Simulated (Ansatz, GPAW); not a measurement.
# Work function of a 2-layer slab of Sc(0001) at several levels, part 3 of 3

How far do functional and basis move the work function of a 2-layer slab of Sc(0001)?

GPAW 26.7.0 and Ansatz 0.2.0; Ansatz plane waves; slab in vacuum with a dipole correction, relaxation (the session's first sound run).

So far, upper work function (eV): step 2 (relaxation, PBE) 3.49; step 5 (self-consistent run: xc = "vdW-DF2", GPAW, PAW setups, GPAW) 3.72; step 6 (self-consistent run: xc = "LDA") 3.63; step 7 (real-space grid: mode = "fd", PBE, GPAW) 3.49; step 8 (atomic orbitals: mode = "lcao", PBE, GPAW) 3.45.

## (10) A second plane-wave code

A second program with its own datasets checks the number independently.

This step: Ansatz plane waves; slab in vacuum with a dipole correction (Ansatz 0.2.0).

input.yaml reads:

```yaml
crystal:
  lattice:
    - [3.31, 0.0, 0.0]
    - [1.655, 2.8665440865, 0.0]
    - [0.0, 0.0, 16.63807]
  atoms:
    - { symbol: Sc, position: [0.6666666667, 0.6666666667, 0.4207218746] }
    - { symbol: Sc, position: [0.0, 0.0, 0.5636828247] }
kpoints:
  mp_grid: { grid: [11, 11, 1] }
hamiltonian:
  xc: pbe
scf:
  occupations: { method: fermi_dirac, width: 0.1 }
efield:
  axis: 3
  dipole_correction: true
  ramp_width: 0.05
output:
  forces: true
  write_potential: true
  write_density: true
  volumetric_format: npy
```

On the command line:

```
$ ansatz run input.yaml --threads 4 --pin off --max-ram 8192MiB --backend cpu --events-out ev --progress --plain --runs-dir out
```

Numbers of over 12 decimals in the logs are rounded to 6 here.

What it wrote:

```text
[...]
Crystal: 2 atoms, lattice volume = 157.866 Å³
Basis set: ecut = 420 eV, 3163 PW (Γ), exchange–correlation on 48×48×240 points (8 copies of the dense FFT grid, shifted against one another)
Bands: 15, of which v1, the nominal top of the filled ones, is band 11 counted from 1 (10 counted from 0)
Symmetry: 6 space group operations
k-points: 16 of 121 (time reversal used)
[...]
SCF iter   1: F=—  HF=-4270.317743 eV  |F-HF|=—  |Δ(HF+E_count)|=         —  Δρ=4.34e-3  dr2=1.08e-1  ethr=1.77e-3  p=0.000 e·Å  D=1.06e-7 V/Å  ΔV_dip=-0.00 eV  dr2_dipole=2.13e-7  V_vac-E_F(+/−)=3.46/3.46 eV  ⟨swp⟩=4.3  Hψ=1185  notcnv=0
[...]
SCF iter   8: F=-4270.303081 eV  HF=-4270.303081 eV  |F-HF|=7.04e-9  |Δ(HF+E_count)|=   3.45e-9  Δρ=1.67e-6  dr2=1.96e-8  ethr=4.55e-10  p=-0.000 e·Å  D=-2.70e-6 V/Å  ΔV_dip=0.00 eV  dr2_dipole=3.54e-11  V_vac-E_F(+/−)=3.49/3.49 eV  ⟨swp⟩=8.9  Hψ=1587  notcnv=0
SCF 1 converged in 8 iterations: F = -4270.303081 eV  dr2 = 1.96e-8
[...]
SCF converged after 8 iterations
Free energy (F): -4270.303081 eV
[...]
Internal energy: -4270.129765 eV  (E = F + TS)
E sigma→0 (E₀):  -4270.216423 eV
Entropy (-TS):   -0.173316 eV (-86.658 meV/atom)
Fermi energy:    0.728647 eV
Dipole field:    D = 0.000006 V/Å  (p = 0.000005 e·Å, saw-weighted, corrected)
Work function:   Φ+ = 3.4896 eV   Φ− = 3.4898 eV
[...]
--- Forces (eV/Å), atoms counted from 1 ---
  atom   1  Sc     0.00000000     0.00000000     0.00001808
  atom   2  Sc    -0.00000000    -0.00000000    -0.00001696
  max |Σ_I F_I| component: 1.12e-6 eV/Å
--- Band table (eV; the first three rows and the last of 16) ---
  k-point 0: bands = [... 7 lower, -27.2784, -3.7016, -1.9584, 0.7191, 0.8512, 2.1123, 2.1123, 2.2305]
  k-point 1: bands = [... 7 lower, -27.2815, -3.5222, -1.7916, 0.7591, 0.8751, 1.9632, 2.1591, 2.2161]
  k-point 2: bands = [... 7 lower, -27.2903, -3.0088, -1.3247, 0.7845, 0.8814, 1.6205, 2.0405, 2.3085]
  k-point 15: bands = [... 7 lower, -27.3959, -0.0583, 0.2706, 0.5247, 1.1985, 1.3576, 1.4928, 1.6974]
```

It took 0.96 s on 4 threads of Intel Xeon Platinum 8488C (Sapphire Rapids), shared host; peak memory 0.46 GiB.

Reading the cycles: dr2 is the Hartree energy of the density residual (eV), the measure of convergence; HF is the Harris–Foulkes estimate of the energy, which meets the free energy F at convergence.

This step gave:

| Item | Value |
| --- | --- |
| upper work function | 3.490 eV |
| lower work function | 3.490 eV |
| dipole along the normal | 5.50e-6 e·Å |
| dipole field | 6.30e-6 V/Å |
| vacuum level above | 4.218 eV |

Electrostatic potential energy of an electron (with the applied field's), less the Fermi level, planar mean against z:

z (Å), electrostatic potential energy of an electron (with the applied field's), less the Fermi level, planar mean (eV) and a bar from the least value:
```
      0.0        3.5 ##############################
      0.5        3.5 ##############################
      1.0        3.5 ##############################
      1.5        3.5 ##############################
      2.0        3.5 ##############################
      2.5        3.5 ##############################
      3.0        3.5 ##############################
      3.5        3.4 ##############################
      4.0        3.4 ##############################
      4.5        3.2 #############################
      5.0        2.7 #############################
      5.5        1.5 ##########################
      6.0       -1.3 #####################
      6.5       -7.8 #########
      7.0      -12.9 
      7.5       -6.9 ###########
      8.0       -0.6 ######################
      8.5       -1.6 #####################
      9.0       -9.0 #######
      9.5      -12.6 #
     10.0       -5.9 #############
     10.5       -0.4 #######################
     11.0        1.9 ###########################
     11.5        2.9 #############################
     12.0        3.3 ##############################
     12.5        3.4 ##############################
     13.0        3.5 ##############################
     13.5        3.5 ##############################
     14.0        3.5 ##############################
     14.5        3.5 ##############################
     15.0        3.5 ##############################
     15.5        3.5 ##############################
     16.0        3.5 ##############################
```

The valence density, planar mean by z:

z (Å), valence density, planar mean (e/Å³) and a bar:
```
      2.0       0.00 
      2.5       0.00 
      3.0       0.00 
      3.5       0.00 
      4.0       0.00 
      4.5       0.01 
      5.0       0.01 
      5.5       0.03 #
      6.0       0.09 ###
      6.5       0.50 ###############
      7.0       1.01 ##############################
      7.5       0.52 ###############
      8.0       0.16 #####
      8.5       0.19 ######
      9.0       0.70 #####################
      9.5       0.98 #############################
     10.0       0.33 ##########
     10.5       0.06 ##
     11.0       0.03 #
     11.5       0.01 
     12.0       0.00 
     12.5       0.00 
     13.0       0.00 
     13.5       0.00 
     14.0       0.00
```

The upper face's work function is 3.490 eV, against 3.493 eV in the first plane-wave PBE run at this geometry.

## (11) Side by side

Results and costs are gathered.

This step: comparison of work functions, dipole and cost (GPAW 26.7.0).

Ladder, by row:

```csv
step,code,"work function, upper (eV)","work function, lower (eV)",dipole (e Å),wall time (s),peak memory (GiB),threads
pw,GPAW,3.493,3.493,-3.60e-6,16.58,0.17,1
optPBE-vdW,GPAW,3.658,3.658,-2.21e-5,26.66,0.28,1
vdW-DF2,GPAW,3.719,3.718,-9.16e-6,26.96,0.28,1
LDA,GPAW,3.63,3.63,-1.10e-6,15.79,0.16,1
fd,GPAW,3.49,3.488,-6.66e-5,109.1,0.32,1
lcao,GPAW,3.455,3.455,-4.17e-6,181.3,0.25,1
ansatz,Ansatz,3.49,3.49,5.50e-6,0.96,0.46,4
```

## (12) Outcome

| Property | Result |
| --- | --- |
| work function, both faces | 3.49 eV |
| dipole along the normal | -3.6e-6 e Å, near the numerical noise |

With plane waves and PBE the work function is 3.49 eV on the upper face and 3.49 eV on the lower. Over the sound runs of the table the upper face's work function spans 3.455 (lcao) to 3.719 eV (vdW-DF2). The two plane-wave codes differ by 0.0032 eV on the upper face. The runs had no spin polarisation, so a magnetic state, which thin layers of d-metal atoms can have, wasn't tested. The slab is only 2.4 Å thick between its outer nuclei, so the values belong to this film more than to the surface of the bulk metal. The in-plane lattice was kept as typed, which isn't the functional's own and leaves some strain; spin-orbit coupling and temperature are left out.

[Logs are printed without paths, hosts, clocks, repeated set-up lines and the standing remarks that a program may print on its own settings, such as how far it seeks lower states.]

[Hosts, paths, dates, database ids (printed as entryN), source tags and the programs' standing remarks are cut or masked in the printed files.]
